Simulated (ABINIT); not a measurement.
# LiBeH3 (Pm-3m): Raman and infrared activity

Aim: Raman and infrared lines of LiBeH3 (Pm-3m).

Calculated with ABINIT 10.8.3; DFT LDA, scalar-relativistic, plane waves, PseudoDojo norm-conserving pseudopotentials.

The structure was built from a prototype and need not be the compound's stable phase.

### Step 1. The structure

The structure is cubic, space group Pm-3m (No. 221). The conventional cell has a = 3.528 Å, b = 3.528 Å, c = 3.528 Å, α = 90.00°, β = 90.00°, γ = 90.00°. Li has 12 H at 2.49 Å nearest. Nearest to Be lie 6 H at 1.76 Å. H has 2 Be at 1.76 Å nearest. Farther neighbours are not listed.

### Step 2. A probe with smearing

A first run with smearing and empty bands tells whether the crystal has a gap, which decides between fixed occupations and smearing later on.

probe.abi reads:

```
# ground state
tolvrs 1.0d-08
prtden 1
prtwf 1

# basis, mesh and filling
ecut 38.0
ngkpt 6 6 6
nshiftk 1
shiftk 0.0 0.0 0.0
istwfk *1
occopt 7
tsmear 0.005
nband 11
nstep 100
diemac 9.0
prtebands 0
prtgsr 0

# cell and atoms
acell 6.666953768 6.666953768 6.666953768
rprim 
    1.0 0.0 0.0
    0.0 1.0 0.0
    0.0 0.0 1.0
ntypat 3
znucl 3 4 1
natom 5
typat 1 2 3 3 3
xred 
    0.0 0.0 0.0
    0.5 0.5 0.5
    0.5 0.5 0.0
    0.5 0.0 0.5
    0.0 0.5 0.5
pp_dirpath "./pseudo"
pseudos "Li.upf, Be.upf, H.upf"
```

Run with:

```
$ OMP_NUM_THREADS=1 mpirun -n 4 abinit probe.abi > probe.log
```

Numbers of over 12 decimals in the logs are rounded to 6 here.

probe.abo, the main output file:

```text
[banners, grids, parts of the stress and lines that vanish by symmetry left out]
- input  file    -> probe.abi
- output file    -> probe.abo
- root for input  files -> probei
[...]
Symmetries : space group Pm -3 m (#221); Bravais cP (primitive cubic)
[...]
mpw =        3362          nfft =       64000          nkpt =          20
[...]
== DATASET  1 ==================================================================
[...]
cutoff_energies: {ecut:  38.0, pawecutdg:  -1.0, }
[...]
ETOT  1  -22.646960757134    -2.265E+01 1.052E-01 5.724E+01
 ETOT  2  -22.668371937316    -2.141E-02 1.342E-03 3.254E+00
 ETOT  3  -22.668655040831    -2.831E-04 4.870E-05 2.137E-01
 ETOT  4  -22.668668467343    -1.343E-05 8.021E-05 1.233E-03
 ETOT  5  -22.668668533620    -6.628E-08 2.506E-06 5.375E-06
 ETOT  6  -22.668668533991    -3.715E-10 2.422E-05 7.758E-09
 At SCF step    6       vres2   =  7.76E-09 < tolvrs=  1.00E-08 =>converged.
[...]
sigma(1 1)=  4.79894481E-04  sigma(3 2)=  0.00000000E+00
  sigma(2 2)=  4.79894481E-04  sigma(3 1)=  0.00000000E+00
  sigma(3 3)=  4.79894481E-04  sigma(2 1)=  0.00000000E+00
[...]
convergence: {deltae: -3.715E-10, res2:  7.758E-09, residm:  2.422E-05, diffor: null, }
etotal    :  -2.26686685E+01
[...]
sigma(1 1)=  4.79894481E-04  sigma(3 2)=  0.00000000E+00
  sigma(2 2)=  4.79894481E-04  sigma(3 1)=  0.00000000E+00
  sigma(3 3)=  4.79894481E-04  sigma(2 1)=  0.00000000E+00
[...]
- sigma(1 1)=  1.41189831E+01  sigma(3 2)=  0.00000000E+00
- sigma(2 2)=  1.41189831E+01  sigma(3 1)=  0.00000000E+00
- sigma(3 3)=  1.41189831E+01  sigma(2 1)=  0.00000000E+00
[...]
fcart     -0.0000000000E+00 -0.0000000000E+00 -0.0000000000E+00
           strten      4.7989448148E-04  4.7989448148E-04  4.7989448148E-04
================================================================================

[key lines of the parts left out:]
pressure_GPa:  -1.4119E+01
```

Wall time 5.8 s (4 MPI ranks of Arm Neoverse V1, shared host); 22 s of CPU time.

This step gave:

```yaml
volume_per_atom: 8.782 Å³
pressure: -14.12 GPa
gap_on_the_k_mesh: 0.3638 eV
```

A gap of 0.36 eV opens on this mesh, so the crystal is taken as an insulator; the printed pressure holds the stress of the finite basis too.

### Step 3. Rough relaxation

The typed start is rough, so a first relaxation with smearing and loose thresholds takes it towards rest cheaply.

prerelax.abi reads:

```
# relaxation
ionmov 2
optcell 2
dilatmx 1.15
chkdilatmx 0
ntime 40
tolmxf 3.0d-04
tolvrs 1.0d-10
prtwf 0
prtden 0
chksymtnons 0

# basis, mesh and filling
ecut 38.0
ecutsm 3.0
ngkpt 4 4 4
nshiftk 1
shiftk 0.0 0.0 0.0
istwfk *1
occopt 7
tsmear 0.005
nband 11
nstep 100
diemac 9.0
prtebands 0
prtgsr 0

# cell and atoms
acell 6.666953768 6.666953768 6.666953768
rprim 
    1.0 0.0 0.0
    0.0 1.0 0.0
    0.0 0.0 1.0
ntypat 3
znucl 3 4 1
natom 5
typat 1 2 3 3 3
xred 
    0.0 0.0 0.0
    0.5 0.5 0.5
    0.5 0.5 0.0
    0.5 0.0 0.5
    0.0 0.5 0.5
pp_dirpath "./pseudo"
pseudos "Li.upf, Be.upf, H.upf"
```

Run with:

```
$ OMP_NUM_THREADS=1 mpirun -n 4 abinit prerelax.abi > prerelax.log
```

prerelax.abo, the main output file:

```text
[banners, grids, parts of the stress and lines that vanish by symmetry left out]
- input  file    -> prerelax.abi
- output file    -> prerelax.abo
- root for input  files -> prerelaxi
[...]
Symmetries : space group Pm -3 m (#221); Bravais cP (primitive cubic)
[...]
mpw =        5069          nfft =       91125          nkpt =          10
[...]
== DATASET  1 ==================================================================
[...]
cutoff_energies: {ecut:  38.0, pawecutdg:  -1.0, }
[...]
ETOT  1  -22.651559004491    -2.265E+01 3.795E-02 8.226E+01
 ETOT  2  -22.667130369792    -1.557E-02 1.011E-03 3.905E+00
 ETOT  3  -22.667345067637    -2.147E-04 1.186E-04 2.569E-01
 ETOT  4  -22.667357031266    -1.196E-05 1.760E-05 1.458E-03
 ETOT  5  -22.667357066697    -3.543E-08 1.810E-06 2.307E-06
[...]
At SCF step    7       vres2   =  9.11E-11 < tolvrs=  1.00E-10 =>converged.
[...]
ETOT  6  -22.693669931091    -1.421E-14 3.774E-09 2.176E-11
 At SCF step    6       vres2   =  2.18E-11 < tolvrs=  1.00E-10 =>converged.
[...]
sigma(1 1)= -1.28666017E-07  sigma(3 2)=  0.00000000E+00
  sigma(2 2)= -1.28666017E-07  sigma(3 1)=  0.00000000E+00
  sigma(3 3)= -1.28666017E-07  sigma(2 1)=  0.00000000E+00
[...]
convergence: {deltae: -1.421E-14, res2:  2.176E-11, residm:  3.774E-09, diffor: null, }
etotal    :  -2.26936699E+01
[...]
At Broyd/MD step   6, gradients are converged :
[...]
sigma(1 1)= -1.28666017E-07  sigma(3 2)=  0.00000000E+00
  sigma(2 2)= -1.28666017E-07  sigma(3 1)=  0.00000000E+00
  sigma(3 3)= -1.28666017E-07  sigma(2 1)=  0.00000000E+00
[...]
- sigma(1 1)= -3.78548491E-03  sigma(3 2)=  0.00000000E+00
- sigma(2 2)= -3.78548491E-03  sigma(3 1)=  0.00000000E+00
- sigma(3 3)= -3.78548491E-03  sigma(2 1)=  0.00000000E+00
[...]
fcart     -0.0000000000E+00 -0.0000000000E+00 -0.0000000000E+00
           strten     -1.2866601696E-07 -1.2866601697E-07 -1.2866601697E-07
================================================================================

[key lines of the parts left out:]
pressure_GPa:   3.7855E-03
Total energy (etotal) [Ha]= -2.26936699310909E+01
```

It took 26 s on 4 MPI ranks.

Relaxation path:

```
step  energy less that of the first step (eV)  largest force (eV/Å)  volume (Å³)
   1                                   0.0000                0.0000        43.91
   2                                  -0.1483                0.0000        42.11
   3                                  -0.6070                0.0000        27.09
   4                                  -0.7090                0.0000        31.77
   5                                  -0.7160                0.0000        30.83
   6                                  -0.7160                0.0000        30.74
```

```
conventional cell, symmetrised  before  after   change
                         a (Å)   3.528  3.132  -11.2 %
                         b (Å)   3.528  3.132  -11.2 %
                         c (Å)   3.528  3.132  -11.2 %
              volume (Å³/atom)    8.78   6.15  -30.0 %
```

Final coordinates:

```
Li Be H
1.0
     3.13245    0.00000    0.00000
     0.00000    3.13245    0.00000
     0.00000    0.00000    3.13245
Li Be H
1 1 3
Direct
  0.00000 0.00000 0.00000
  0.50000 0.50000 0.50000
  0.50000 0.50000 0.00000
  0.50000 0.00000 0.50000
  0.00000 0.50000 0.50000
```

This step gave:

```yaml
volume_per_atom: 6.147 Å³
pressure: 0.003785 GPa
gap_on_the_k_mesh: 1.149 eV
```

The volume changes by -30.0 % in this run and stands -30.0 % from the first cell.

### Step 4. Rough relaxation

The cell changed much, so the rough relaxation is repeated on a basis made for the new cell.

prerelax.abi: that of step 3 with these lines changed.

```diff
@@ -15,3 +15,3 @@
 ecutsm 3.0
-ngkpt 4 4 4
+ngkpt 6 6 6
 nshiftk 1
@@ -28,3 +28,3 @@
 # cell and atoms
-acell 6.666953768 6.666953768 6.666953768
+acell 5.919476475 5.919476475 5.919476475
 rprim
```

prerelax.abo, the main output file:

```text
[banners, grids, parts of the stress and lines that vanish by symmetry left out]
- input  file    -> prerelax.abi
- output file    -> prerelax.abo
- root for input  files -> prerelaxi
[...]
Symmetries : space group Pm -3 m (#221); Bravais cP (primitive cubic)
[...]
mpw =        3575          nfft =       64000          nkpt =          20
[...]
== DATASET  1 ==================================================================
[...]
cutoff_energies: {ecut:  38.0, pawecutdg:  -1.0, }
[...]
ETOT  1  -22.678509080810    -2.268E+01 4.804E-02 1.052E+02
 ETOT  2  -22.695773807828    -1.726E-02 6.160E-05 2.953E+00
 ETOT  3  -22.695931531458    -1.577E-04 1.182E-04 7.847E-02
 ETOT  4  -22.695935998169    -4.467E-06 5.100E-04 2.726E-04
 ETOT  5  -22.695936009793    -1.162E-08 1.510E-05 6.685E-07
[...]
At SCF step    7       vres2   =  5.13E-12 < tolvrs=  1.00E-10 =>converged.
[...]
ETOT  6  -22.695955976324    -8.882E-13 5.980E-02 8.791E-11
 At SCF step    6       vres2   =  8.79E-11 < tolvrs=  1.00E-10 =>converged.
[...]
sigma(1 1)= -1.06157353E-07  sigma(3 2)=  0.00000000E+00
  sigma(2 2)= -1.06157353E-07  sigma(3 1)=  0.00000000E+00
  sigma(3 3)= -1.06157353E-07  sigma(2 1)=  0.00000000E+00
[...]
convergence: {deltae: -8.882E-13, res2:  8.791E-11, residm:  5.980E-02, diffor: null, }
etotal    :  -2.26959560E+01
[...]
At Broyd/MD step   3, gradients are converged :
[...]
sigma(1 1)= -1.06157353E-07  sigma(3 2)=  0.00000000E+00
  sigma(2 2)= -1.06157353E-07  sigma(3 1)=  0.00000000E+00
  sigma(3 3)= -1.06157353E-07  sigma(2 1)=  0.00000000E+00
[...]
- sigma(1 1)= -3.12325715E-03  sigma(3 2)=  0.00000000E+00
- sigma(2 2)= -3.12325715E-03  sigma(3 1)=  0.00000000E+00
- sigma(3 3)= -3.12325715E-03  sigma(2 1)=  0.00000000E+00
[...]
fcart     -0.0000000000E+00 -0.0000000000E+00 -0.0000000000E+00
           strten     -1.0615735291E-07 -1.0615735291E-07 -1.0615735291E-07
================================================================================

[key lines of the parts left out:]
pressure_GPa:   3.1233E-03
Total energy (etotal) [Ha]= -2.26959559763237E+01
```

Run time: 14 s. Hardware: 4 MPI ranks; 54 s of CPU time.

Relaxation path:

```
step  energy less that of the first step (eV)  largest force (eV/Å)  volume (Å³)
   1                                   0.0000                0.0000        30.74
   2                                  -0.0002                0.0000        30.68
   3                                  -0.0005                0.0000        30.45
```

```
conventional cell, symmetrised  before  after  change
                         a (Å)   3.132  3.123  -0.3 %
                         b (Å)   3.132  3.123  -0.3 %
                         c (Å)   3.132  3.123  -0.3 %
              volume (Å³/atom)    6.15   6.09  -0.9 %
```

Final coordinates:

```cif
data_structure
_symmetry_space_group_name_H-M 'P 1'
_symmetry_Int_Tables_number 1
_cell_length_a 3.1228
_cell_length_b 3.1228
_cell_length_c 3.1228
_cell_angle_alpha 90.000
_cell_angle_beta 90.000
_cell_angle_gamma 90.000
_cell_volume 30.45
loop_
_atom_site_label
_atom_site_type_symbol
_atom_site_fract_x
_atom_site_fract_y
_atom_site_fract_z
_atom_site_occupancy
Li1 Li 0.00000 0.00000 0.00000 1
Be2 Be 0.50000 0.50000 0.50000 1
H3 H 0.50000 0.50000 0.00000 1
H4 H 0.50000 0.00000 0.50000 1
H5 H 0.00000 0.50000 0.50000 1
```

This step gave:

```
volume per atom   : 6.091 Å³
pressure          : 0.003123 GPa
gap on the k-mesh : 1.202 eV
```

The volume changes by -0.9 % in this run and stands -30.6 % from the first cell.

### Step 5. Relaxation

The harmonic expansion needs vanishing forces, and a free crystal bears no stress, so cell and atoms are brought to rest. Stress is more sensitive to the basis than forces are: the last 3 Ha under the cutoff are smoothed with ecutsm, and the cutoff is raised above that of the later runs.

relax.abi reads:

```
# relaxation
ionmov 2
optcell 2
dilatmx 1.08
ntime 40
tolmxf 1.0d-05
tolvrs 1.0d-14
prtwf 0
prtden 0
chksymtnons 0

# basis, mesh and filling
ecut 47.0
ecutsm 3.0
ngkpt 8 8 8
nshiftk 1
shiftk 0.0 0.0 0.0
istwfk *1
occopt 1
nband 5
nstep 100
diemac 9.0
prtebands 0
prtgsr 0

# cell and atoms
acell 5.901316408 5.901316408 5.901316408
rprim 
    1.0 0.0 0.0
    0.0 1.0 0.0
    0.0 0.0 1.0
ntypat 3
znucl 3 4 1
natom 5
typat 1 2 3 3 3
xred 
    0.0 0.0 0.0
    0.5 0.5 0.5
    0.5 0.5 0.0
    0.5 0.0 0.5
    0.0 0.5 0.5
pp_dirpath "./pseudo"
pseudos "Li.upf, Be.upf, H.upf"
```

Run with:

```
$ OMP_NUM_THREADS=1 mpirun -n 4 abinit relax.abi > relax.log
```

relax.abo, the main output file:

```text
[banners, grids, parts of the stress and lines that vanish by symmetry left out]
- input  file    -> relax.abi
- output file    -> relax.abo
- root for input  files -> relaxi
[...]
Symmetries : space group Pm -3 m (#221); Bravais cP (primitive cubic)
[...]
mpw =        4013          nfft =       64000          nkpt =          35
[...]
== DATASET  1 ==================================================================
[...]
cutoff_energies: {ecut:  47.0, pawecutdg:  -1.0, }
[...]
ETOT  1  -22.681881384402    -2.268E+01 1.635E-01 1.055E+02
 ETOT  2  -22.696526907466    -1.465E-02 6.240E-08 3.114E+00
 ETOT  3  -22.696689018082    -1.621E-04 7.367E-07 7.700E-02
 ETOT  4  -22.696693527827    -4.510E-06 6.304E-08 2.542E-04
 ETOT  5  -22.696693536222    -8.395E-09 9.844E-11 1.056E-06
[...]
At SCF step    9       vres2   =  1.02E-16 < tolvrs=  1.00E-14 =>converged.
[...]
sigma(1 1)=  3.69501669E-06  sigma(3 2)=  0.00000000E+00
  sigma(2 2)=  3.69501669E-06  sigma(3 1)=  0.00000000E+00
  sigma(3 3)=  3.69501669E-06  sigma(2 1)=  0.00000000E+00
[...]
convergence: {deltae: -1.119E-12, res2:  1.017E-16, residm:  1.854E-20, diffor: null, }
etotal    :  -2.26966935E+01
[...]
ETOT  1  -22.696693680981    -2.270E+01 2.648E-11 1.000E-03
[...]
At SCF step    7       vres2   =  2.24E-15 < tolvrs=  1.00E-14 =>converged.
[...]
sigma(1 1)=  2.92648209E-06  sigma(3 2)=  0.00000000E+00
  sigma(2 2)=  2.92648209E-06  sigma(3 1)=  0.00000000E+00
  sigma(3 3)=  2.92648209E-06  sigma(2 1)=  0.00000000E+00
[...]
convergence: {deltae: -5.898E-13, res2:  2.236E-15, residm:  3.606E-20, diffor: null, }
etotal    :  -2.26966938E+01
[...]
ETOT  1  -22.696692964298    -2.270E+01 2.340E-08 1.446E-02
[...]
ETOT  7  -22.696694142323     3.695E-13 5.165E-19 3.180E-14
 ETOT  8  -22.696694142323     2.132E-14 4.854E-20 2.186E-16
 At SCF step    8       vres2   =  2.19E-16 < tolvrs=  1.00E-14 =>converged.
[...]
sigma(1 1)= -3.66570315E-09  sigma(3 2)=  0.00000000E+00
  sigma(2 2)= -3.66570315E-09  sigma(3 1)=  0.00000000E+00
  sigma(3 3)= -3.66570315E-09  sigma(2 1)=  0.00000000E+00
[...]
convergence: {deltae:  2.132E-14, res2:  2.186E-16, residm:  4.854E-20, diffor: null, }
etotal    :  -2.26966941E+01
[...]
At Broyd/MD step   3, gradients are converged :
[...]
sigma(1 1)= -3.66570315E-09  sigma(3 2)=  0.00000000E+00
  sigma(2 2)= -3.66570315E-09  sigma(3 1)=  0.00000000E+00
  sigma(3 3)= -3.66570315E-09  sigma(2 1)=  0.00000000E+00
[...]
- sigma(1 1)= -1.07848710E-04  sigma(3 2)=  0.00000000E+00
- sigma(2 2)= -1.07848710E-04  sigma(3 1)=  0.00000000E+00
- sigma(3 3)= -1.07848710E-04  sigma(2 1)=  0.00000000E+00
[...]
fcart     -0.0000000000E+00 -0.0000000000E+00 -0.0000000000E+00
           strten     -3.6657031503E-09 -3.6657031497E-09 -3.6657031494E-09
================================================================================

[key lines of the parts left out:]
pressure_GPa:   1.0785E-04
Total energy (etotal) [Ha]= -2.26966941423234E+01
```

Elapsed: 14 s, on 4 MPI ranks; 57 s of CPU time.

Little changed from the start: no atom moved by 0.005 Å and no cell edge by 0.1 %.

Numbers from this step:

```yaml
volume_per_atom: 6.081 Å³
pressure: 1.08e-4 GPa
```

The volume changes by -0.2 % in this run and stands -30.8 % from the first cell.

### Step 6. Ground state

The response is built on these wavefunctions, so the potential is converged far more tightly than an energy would need. The mesh is shifted off Γ, since shifted meshes converge sums over the zone faster.

gs.abi reads:

```
# ground state
tolvrs 1.0d-16
prtden 1
prtwf 1

# basis, mesh and filling
ecut 38.0
ngkpt 8 8 8
nshiftk 1
shiftk 0.5 0.5 0.5
istwfk *1
occopt 1
nband 5
nstep 100
diemac 9.0
prtebands 0
prtgsr 0

# cell and atoms
acell 5.898175248 5.898175248 5.898175248
rprim 
    1.0 0.0 0.0
    0.0 1.0 0.0
    0.0 0.0 1.0
ntypat 3
znucl 3 4 1
natom 5
typat 1 2 3 3 3
xred 
    0.0 0.0 0.0
    0.5 0.5 0.5
    0.5 0.5 0.0
    0.5 0.0 0.5
    0.0 0.5 0.5
pp_dirpath "./pseudo"
pseudos "Li.upf, Be.upf, H.upf"
```

Run with:

```
$ OMP_NUM_THREADS=1 mpirun -n 4 abinit gs.abi > gs.log
```

gs.abo, the main output file:

```text
[banners, grids, parts of the stress and lines that vanish by symmetry left out]
- input  file    -> gs.abi
- output file    -> gs.abo
- root for input  files -> gsi
[...]
Symmetries : space group Pm -3 m (#221); Bravais cP (primitive cubic)
[...]
mpw =        2312          nfft =       46656          nkpt =          20
[...]
== DATASET  1 ==================================================================
[...]
cutoff_energies: {ecut:  38.0, pawecutdg:  -1.0, }
[...]
ETOT  1  -22.672919458713    -2.267E+01 1.037E-01 7.725E+01
 ETOT  2  -22.696447119492    -2.353E-02 4.672E-07 2.043E+00
 ETOT  3  -22.696583166947    -1.360E-04 4.090E-07 4.201E-02
 ETOT  4  -22.696586136087    -2.969E-06 3.973E-08 1.033E-04
 ETOT  5  -22.696586141015    -4.928E-09 1.055E-10 5.329E-07
 ETOT  6  -22.696586141043    -2.782E-11 1.715E-13 8.967E-10
 ETOT  7  -22.696586141042     5.720E-13 6.944E-15 4.523E-12
 ETOT  8  -22.696586141043    -6.217E-13 3.661E-17 6.697E-14
 ETOT  9  -22.696586141042     3.233E-13 2.839E-19 8.516E-17
 At SCF step    9       vres2   =  8.52E-17 < tolvrs=  1.00E-16 =>converged.
[...]
sigma(1 1)=  1.64864063E-05  sigma(3 2)=  0.00000000E+00
  sigma(2 2)=  1.64864063E-05  sigma(3 1)=  0.00000000E+00
  sigma(3 3)=  1.64864063E-05  sigma(2 1)=  0.00000000E+00
[...]
convergence: {deltae:  3.233E-13, res2:  8.516E-17, residm:  2.839E-19, diffor: null, }
etotal    :  -2.26965861E+01
[...]
sigma(1 1)=  1.64864063E-05  sigma(3 2)=  0.00000000E+00
  sigma(2 2)=  1.64864063E-05  sigma(3 1)=  0.00000000E+00
  sigma(3 3)=  1.64864063E-05  sigma(2 1)=  0.00000000E+00
[...]
- sigma(1 1)=  4.85046820E-01  sigma(3 2)=  0.00000000E+00
- sigma(2 2)=  4.85046820E-01  sigma(3 1)=  0.00000000E+00
- sigma(3 3)=  4.85046820E-01  sigma(2 1)=  0.00000000E+00
[...]
fcart     -0.0000000000E+00 -0.0000000000E+00 -0.0000000000E+00
           strten      1.6486406311E-05  1.6486406311E-05  1.6486406311E-05
================================================================================

[key lines of the parts left out:]
pressure_GPa:  -4.8505E-01
```

Run time: 3.8 s. Hardware: 4 MPI ranks.

This step gave:

```
pressure : -0.4850 GPa
```

The cell stands at -0.49 GPa: the relaxation ran with a smoothed and higher cutoff and on another k mesh.

### Step 7. The gap at rest

Empty bands on the ground state's density check that the gap assumed so far is there in this cell.

gap.abi reads:

```
# empty bands on the ground state's density
iscf -2
getden_filepath "gso_DEN"
tolwfr 1.0d-12
nbdbuf 2
prtwf 0

# basis, mesh and filling
ecut 38.0
ngkpt 8 8 8
nshiftk 1
shiftk 0.0 0.0 0.0
istwfk *1
occopt 1
nband 9
nstep 100
diemac 9.0
prtebands 0
prtgsr 0

# cell and atoms
acell 5.898175248 5.898175248 5.898175248
rprim 
    1.0 0.0 0.0
    0.0 1.0 0.0
    0.0 0.0 1.0
ntypat 3
znucl 3 4 1
natom 5
typat 1 2 3 3 3
xred 
    0.0 0.0 0.0
    0.5 0.5 0.5
    0.5 0.5 0.0
    0.5 0.0 0.5
    0.0 0.5 0.5
pp_dirpath "./pseudo"
pseudos "Li.upf, Be.upf, H.upf"
```

Run with:

```
$ OMP_NUM_THREADS=1 mpirun -n 4 abinit gap.abi > gap.log
```

gap.abo, the main output file:

```text
[banners, grids, parts of the stress and lines that vanish by symmetry left out]
- input  file    -> gap.abi
- output file    -> gap.abo
- root for input  files -> gapi
[...]
Symmetries : space group Pm -3 m (#221); Bravais cP (primitive cubic)
[...]
mpw =        2320          nfft =       46656          nkpt =          35
[...]
== DATASET  1 ==================================================================
[...]
cutoff_energies: {ecut:  38.0, pawecutdg:  -1.0, }
[...]
-outvars: echo values of variables after computation
            acell      5.8981752480E+00  5.8981752480E+00  5.8981752480E+00 Bohr
================================================================================
```

Wall time 4.1 s (4 MPI ranks); 16 s of CPU time.

Read from the output:

```yaml
gap_on_the_k_mesh: 1.212 eV
```

In this cell the gap on the mesh is 1.2 eV, indirect (smallest direct 2.9 eV), so fixed occupations hold.

(Part 1 of 3 ends here.)

[Host names and launcher messages were left out of these logs when they were recorded.]

[Logs are printed without paths, hosts, clocks, repeated set-up lines and the standing remarks that a program may print on its own settings, such as how far it seeks lower states.]

[Hosts, paths, dates, database ids (printed as entryN), source tags and the programs' standing remarks are cut or masked in the printed files.]
